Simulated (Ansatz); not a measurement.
An input for Ansatz 0.2.0 (Cs3Bi2Br9 (P-3m1)):

```yaml
crystal:
  lattice:
    - [7.972, 0.0, 0.0]
    - [-3.986, 6.903954519, 0.0]
    - [0.0, 0.0, 9.867]
  atoms:
    - { symbol: Cs, position: [0.6666666667, 0.3333333333, 0.6669] }
    - { symbol: Cs, position: [0.3333333333, 0.6666666667, 0.3331] }
    - { symbol: Cs, position: [0.0, 0.0, 0.0] }
    - { symbol: Bi, position: [0.6666666667, 0.3333333333, 0.1918] }
    - { symbol: Bi, position: [0.3333333333, 0.6666666667, 0.8082] }
    - { symbol: Br, position: [0.5, 0.5, 0.0] }
    - { symbol: Br, position: [0.5, 0.0, 0.0] }
    - { symbol: Br, position: [0.0, 0.5, 0.0] }
    - { symbol: Br, position: [0.3353, 0.16765, 0.3394] }
    - { symbol: Br, position: [0.83235, 0.16765, 0.3394] }
    - { symbol: Br, position: [0.83235, 0.6647, 0.3394] }
    - { symbol: Br, position: [0.16765, 0.3353, 0.6606] }
    - { symbol: Br, position: [0.16765, 0.83235, 0.6606] }
    - { symbol: Br, position: [0.6647, 0.83235, 0.6606] }
kpoints:
  mp_grid: { grid: [3, 3, 2] }
hamiltonian:
  xc: r2scan
scf:
  occupations: { method: fixed }
gw:
  n_empty_bands: 489
  ecut_chi: 54
  qp_bands: [v4, c4]
  qp_kpoints: band_edges
  screening: { model: contour_deformation }
```

```sh
ansatz run input.yaml --threads 2 --pin off --max-ram 92160MiB --backend cuda --events-out ev --progress --plain --runs-dir out --devices 1 --max-vram 13GiB  # rebuilt from the run's record
```

Q: How long will it take on 1 × NVIDIA H100 80GB HBM3 (shared by 6 runs) with 2 threads of AMD EPYC 7R13 (Zen 3), shared host, and how much memory?

It took 30 s; on shared hardware allow 15 s to 60 s. Peak host memory was 3.1 GiB. The sizes that set the cost: 13781 plane waves a state, 6 irreducible k points, 549 bands summed, 491 plane waves in the screening and 7 SCF cycles.

The screening grows as filled bands × empty bands × pairs of k points, times the square of the screening basis for the matrix.

[Paths, hosts, dates, memory and timing lines, banners, echoed tables and standing remarks are left out of the program output.]

[Logs are printed without paths, hosts, clocks, repeated set-up lines and the standing remarks that a program may print on its own settings, such as how far it seeks lower states.]

[Runs of the session that timed out or met a known fault of the program may be left out.]

[Cells called generated may have been cut or substituted from an entry of the Crystallography Open Database or the Materials Project.]

[Hosts, paths, dates, database ids (printed as entryN), source tags and the programs' standing remarks are cut or masked in the printed files.]
